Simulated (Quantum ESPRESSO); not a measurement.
# FeI2: which magnetic order is lowest, part 2 of 2

Aim: find out which collinear order of FeI2 costs least.

Quantum ESPRESSO 7.5; PBEsol with U = 4.5 eV on Fe d (ortho-atomic projectors); plane waves with GBRV 1.5 PBEsol potentials, no spin-orbit coupling.

So far, absolute magnetization (μB): step 2 (run 1, typed as ferro +) 4.03.

The database entry behind the starting cell has ideal inner coordinates that were not refined, so it need not match the best structure at ambient conditions.

### 3. Run 2, typed as antiferro q=(0,1/2,0) +−

The cell is doubled to 6 atoms to hold this order. The wavevector q is in fractions of the reciprocal vectors of the crystal's primitive cell, as the cells of these inputs are built from it; moments change sign between cells as cos(2π q·R).

Input file pw.in:

```
&CONTROL
  calculation = 'scf'
  prefix = 'pwscf'
  outdir = './tmp'
  pseudo_dir = './pseudo'
  disk_io = 'nowf'
/
&SYSTEM
  ibrav = 0
  celldm(1) = 8
  nat = 6
  ntyp = 3
  ecutwfc = 40
  ecutrho = 280
  nbnd = 40
  occupations = 'smearing'
  smearing = 'fd'
  degauss = 0.00367493
  nspin = 2
  starting_magnetization(1) = 0.25
  starting_magnetization(2) = -0.25
  starting_magnetization(3) = 0
/
&ELECTRONS
  conv_thr = 1.2d-08
  electron_maxstep = 150
  mixing_beta = 0.3
/
ATOMIC_SPECIES
Fe1    55.8450 fe_pbesol_v1.5.uspp.F.UPF
Fe2    55.8450 fe_pbesol_v1.5.uspp.F.UPF
I     126.9045 i_pbesol_v1.uspp.F.UPF
CELL_PARAMETERS alat
   0.9543116929360    0.0000000000000    0.0000000000000
  -0.9543116929360    1.6529163384274    0.0000000000000
   0.0000000000000    0.0000000000000    1.5944564176530
ATOMIC_POSITIONS crystal
Fe1     0.0000000000    0.0000000000    0.0000000000
Fe2     0.0000000000    0.5000000000    0.0000000000
I       0.3333333333    0.3333333334    0.2500000000
I       0.3333333333    0.8333333333    0.2500000000
I       0.6666666667    0.1666666666    0.7500000000
I       0.6666666667    0.6666666666    0.7500000000
K_POINTS automatic
6 3 6 0 0 0
HUBBARD {ortho-atomic}
U Fe1-3d 4.5000
U Fe2-3d 4.5000
```

Started as:

```sh
OMP_NUM_THREADS=1 mpirun -n 4 pw.x -nk 4 -in pw.in > pw.out
```

The program printed:

```text
[banner, memory and clock lines left out]
Program PWSCF v.7.5 starts

     Message from routine setup:
     using ibrav=0 with symmetry is DISCOURAGED, use correct ibrav instead

     bravais-lattice index     =            0
     lattice parameter (alat)  =       8.0000  a.u.
     unit-cell volume          =    1287.7268 (a.u.)^3
     number of atoms/cell      =            6
     number of atomic types    =            3
     number of electrons       =        60.00
     number of Kohn-Sham states=           40
     kinetic-energy cutoff     =      40.0000  Ry
     charge density cutoff     =     280.0000  Ry
     scf convergence threshold =      1.2E-08
     mixing beta               =       0.3000
     number of iterations used =            8  plain     mixing
     Exchange-correlation= SLA  PW   PSX  PSC
                           (   1   4  10   8   0   0   0)
     Hubbard projectors: ortho-atomic
     Hubbard parameters of DFT+U (Dudarev formulation) in eV:
     U(Fe1-3d) =  4.5000
     U(Fe2-3d) =  4.5000

     Internal variables: lda_plus_u =T, lda_plus_u_kind = 0

     Internal variables: orbital_resolved =F, hub_pot_fix =F, apply_U = F

     celldm(1)=   8.000000  celldm(2)=   0.000000  celldm(3)=   0.000000
     celldm(4)=   0.000000  celldm(5)=   0.000000  celldm(6)=   0.000000

     crystal axes: (cart. coord. in units of alat)
               a(1) = (   0.954312   0.000000   0.000000 )
               a(2) = (  -0.954312   1.652916   0.000000 )
               a(3) = (   0.000000   0.000000   1.594456 )

     reciprocal axes: (cart. coord. in units 2 pi/alat)
               b(1) = (  1.047876  0.604991 -0.000000 )
               b(2) = (  0.000000  0.604991  0.000000 )
               b(3) = (  0.000000 -0.000000  0.627173 )

     PseudoPot. # 1 for Fe read from file:
     fe_pbesol_v1.5.uspp.F.UPF
     Pseudo is Ultrasoft + core correction, Zval = 16.0

     PseudoPot. # 2 for Fe read from file:
     fe_pbesol_v1.5.uspp.F.UPF
     Pseudo is Ultrasoft + core correction, Zval = 16.0

     PseudoPot. # 3 for I  read from file:
     i_pbesol_v1.uspp.F.UPF
     Pseudo is Ultrasoft + core correction, Zval =  7.0

     atomic species   valence    mass     pseudopotential
     Fe1              16.00    55.84500     Fe( 1.00)
     Fe2              16.00    55.84500     Fe( 1.00)
     I                 7.00   126.90450     I ( 1.00)

     Starting magnetic structure
     atomic species   magnetization
     Fe1             0.250
     Fe2            -0.250
     I               0.000

      4 Sym. Ops., with inversion, found

   Cartesian axes

     site n.     atom                  positions (alat units)
         1        Fe1    tau(   1) = (   0.0000000   0.0000000   0.0000000  )
         2        Fe2    tau(   2) = (  -0.4771558   0.8264582   0.0000000  )
         3        I      tau(   3) = (  -0.0000000   0.5509721   0.3986141  )
         4        I      tau(   4) = (  -0.4771558   1.3774303   0.3986141  )
         5        I      tau(   5) = (   0.4771558   0.2754861   1.1958423  )
         6        I      tau(   6) = (   0.0000000   1.1019442   1.1958423  )

     number of k points=    40  Fermi-Dirac smearing, width (Ry)=  0.0037
                       cart. coord. in units 2pi/alat
        k(    1) = (   0.0000000   0.0000000   0.0000000), wk =   0.0092593
        k(    2) = (   0.0000000   0.0000000   0.1045288), wk =   0.0185185
        k(    3) = (   0.0000000   0.0000000   0.2090577), wk =   0.0185185
        k(    4) = (   0.0000000   0.0000000  -0.3135865), wk =   0.0092593
        k(    5) = (   0.0000000   0.2016638   0.0000000), wk =   0.0185185
        [... 35 further k-points ...]

     Dense  grid:   101841 G-vectors     FFT dimensions: (  45,  81,  72)

     Smooth grid:    43929 G-vectors     FFT dimensions: (  32,  64,  54)

     Check: negative core charge=   -0.000011
     Generating pointlists ...
     new r_m :   0.2805 (alat units)  2.2442 (a.u.) for type    1
     new r_m :   0.2805 (alat units)  2.2442 (a.u.) for type    2
     new r_m :   0.2805 (alat units)  2.2442 (a.u.) for type    3

     Initial potential from superposition of free atoms

     starting charge      57.9996, renormalised to      60.0000

     STARTING HUBBARD OCCUPATIONS:

     =================== HUBBARD OCCUPATIONS ===================
     ------------------------ ATOM    1 ------------------------
     Tr[ns(  1)] (up, down, total) =   5.00000  0.00000  5.00000
     Atomic magnetic moment for atom   1 =   5.00000
     [... lines left out ...]
     ------------------------ ATOM    2 ------------------------
     Tr[ns(  2)] (up, down, total) =   0.00000  5.00000  5.00000
     Atomic magnetic moment for atom   2 =  -5.00000
     [... lines left out ...]
     Number of occupied Hubbard levels =   10.0000

     Atomic wfc used for Hubbard projectors are orthogonalized

     Starting wfcs are   42 randomized atomic wfcs

     Self-consistent Calculation

     iteration #  1     ecut=    40.00 Ry     beta= 0.30
     Davidson diagonalization with overlap
     ethr =  1.00E-02,  avg # of iterations =  3.1

     =================== HUBBARD OCCUPATIONS ===================
     ------------------------ ATOM    1 ------------------------
     Tr[ns(  1)] (up, down, total) =   4.95118  1.08319  6.03437
     Atomic magnetic moment for atom   1 =   3.86798
     [... lines left out ...]
     ------------------------ ATOM    2 ------------------------
     Tr[ns(  2)] (up, down, total) =   1.08348  4.95117  6.03465
     Atomic magnetic moment for atom   2 =  -3.86768
     [... lines left out ...]
     Number of occupied Hubbard levels =   12.0690

     Threshold (ethr) on eigenvalues was too large:
     Diagonalizing with lowered threshold

     Davidson diagonalization with overlap
     ethr =  5.92E-04,  avg # of iterations =  2.6

     total energy              =    -760.48576961 Ry
     estimated scf accuracy    <       0.41828390 Ry

     total magnetization       =     0.00 Bohr mag/cell
     absolute magnetization    =     8.13 Bohr mag/cell

     iteration #  2     ecut=    40.00 Ry     beta= 0.30
     Davidson diagonalization with overlap
     ethr =  6.97E-04,  avg # of iterations =  3.5

     total energy              =    -760.59439314 Ry
     estimated scf accuracy    <       0.16063740 Ry

     total magnetization       =    -0.00 Bohr mag/cell
     absolute magnetization    =     7.57 Bohr mag/cell

     [... further iterations left out ...]

     iteration # 44     ecut=    40.00 Ry     beta= 0.30
     Davidson diagonalization with overlap
     ethr =  3.24E-10,  avg # of iterations =  1.0

     total energy              =    -760.75409653 Ry
     estimated scf accuracy    <       0.00000031 Ry

     total magnetization       =     0.00 Bohr mag/cell
     absolute magnetization    =     7.73 Bohr mag/cell

     iteration # 45     ecut=    40.00 Ry     beta= 0.30
     Davidson diagonalization with overlap
     ethr =  3.24E-10,  avg # of iterations =  3.6

     Magnetic moment per site  (integrated on atomic sphere of radius R)
     atom   1 (R=0.281)  charge= 14.6109  magn=  3.6732
     atom   2 (R=0.281)  charge= 14.6110  magn= -3.6731
     atom   3 (R=0.281)  charge=  4.5468  magn= -0.0131
     atom   4 (R=0.281)  charge=  4.5471  magn=  0.0131
     atom   5 (R=0.281)  charge=  4.5471  magn=  0.0131
     atom   6 (R=0.281)  charge=  4.5468  magn= -0.0131

     End of self-consistent calculation

     =================== HUBBARD OCCUPATIONS ===================
     ------------------------ ATOM    1 ------------------------
     Tr[ns(  1)] (up, down, total) =   4.95375  1.23420  6.18795
     Atomic magnetic moment for atom   1 =   3.71955
     [... lines left out ...]
     ------------------------ ATOM    2 ------------------------
     Tr[ns(  2)] (up, down, total) =   1.23420  4.95375  6.18795
     Atomic magnetic moment for atom   2 =  -3.71955
     [... lines left out ...]
     Number of occupied Hubbard levels =   12.3759

     [... lines left out ...]
     the Fermi energy is     6.0906 ev

!    total energy              =    -760.75410097 Ry
     estimated scf accuracy    <          2.6E-10 Ry
     smearing contrib. (-TS)   =      -0.00000000 Ry
     internal energy E=F+TS    =    -760.75410097 Ry

     The total energy is F=E-TS. E is the sum of the following terms:
     one-electron contribution =    -508.92930897 Ry
     hartree contribution      =     272.16442153 Ry
     xc contribution           =    -249.41478718 Ry
     ewald contribution        =    -274.68015626 Ry
     Hubbard energy            =       0.10572991 Ry

     total magnetization       =     0.00 Bohr mag/cell
     absolute magnetization    =     7.73 Bohr mag/cell

     convergence has been achieved in  45 iterations
```

It took 5.7 min on 4 MPI ranks of Arm Neoverse V2, shared host; peak memory 1.1 GiB; 23 min of CPU time.

Spin moment in the atom's sphere by atom:

| atom | spin moment in the atom's sphere (μB) |
| --- | --- |
| Fe1 | 3.67 |
| Fe2 | -3.67 |
| I3 | -0.01 |
| I4 | 0.01 |
| I5 | 0.01 |
| I6 | -0.01 |

This step gave:

```yaml
smearing_term_ts: 8.69e-11 eV
magnetization: 0 μB
absolute_magnetization: 7.733 μB
final_state: antiferromagnetic
```

### 4. Ranking

An order is kept where moments of 0.15 μB or more survive with the typed signs; meshes match where a doubled cell samples the same k points as the first cell.

Orders:

| start | final state | typed order kept | energy over the lowest (meV a seeded atom) | largest site moment (μB) | net moment (μB a cell of the first run) | mesh matched | CPU time (s) |
| --- | --- | --- | --- | --- | --- | --- | --- |
| ferro + | ferromagnetic | yes | 772 | 3.628 | 4 | yes | 112.2 |
| antiferro q=(0,1/2,0) +- | antiferromagnetic | yes | 0 | 3.673 | 0 | yes | 1372 |

### 5. Fillings of the first corrected shells

| start | type | spin | occupation numbers |
| --- | --- | --- | --- |
| ferro + | Fe | up | 0.989 0.989 0.990 0.992 0.992 |
| ferro + | Fe | down | 0.019 0.080 0.080 0.556 0.556 |
| antiferro q=(0,1/2,0) +- | Fe1 | up | 0.986 0.991 0.991 0.992 0.993 |
| antiferro q=(0,1/2,0) +- | Fe1 | down | 0.018 0.019 0.099 0.133 0.965 |
| antiferro q=(0,1/2,0) +- | Fe2 | up | 0.018 0.019 0.099 0.133 0.965 |
| antiferro q=(0,1/2,0) +- | Fe2 | down | 0.986 0.991 0.991 0.992 0.993 |

### 6. Results

| Quantity | Value |
| --- | --- |
| moments, largest by run | 3.63, 3.67 μB |
| spread of the energies of the runs with moments | 772 meV a seeded atom |

Under a U these runs seem to end in unlike orbital states: the fillings of their corrected shells differ, or their energies lie too far apart for exchange alone. The differences are then no exchange energies, and the ranking says little of the magnetic order. Seeding all runs from one set of occupation matrices is the usual remedy.

[Logs and program files are shortened in this print: banners, set-up blocks, solver, clock and traceback lines can be left out without a mark of their own.]

[Logs are printed without paths, hosts, clocks, repeated set-up lines and the standing remarks that a program may print on its own settings, such as how far it seeks lower states.]

[Hosts, paths, dates, database ids (printed as entryN), source tags and the programs' standing remarks are cut or masked in the printed files.]

[Where a cell is said to come from a database of computed structures, the database is the Materials Project.]
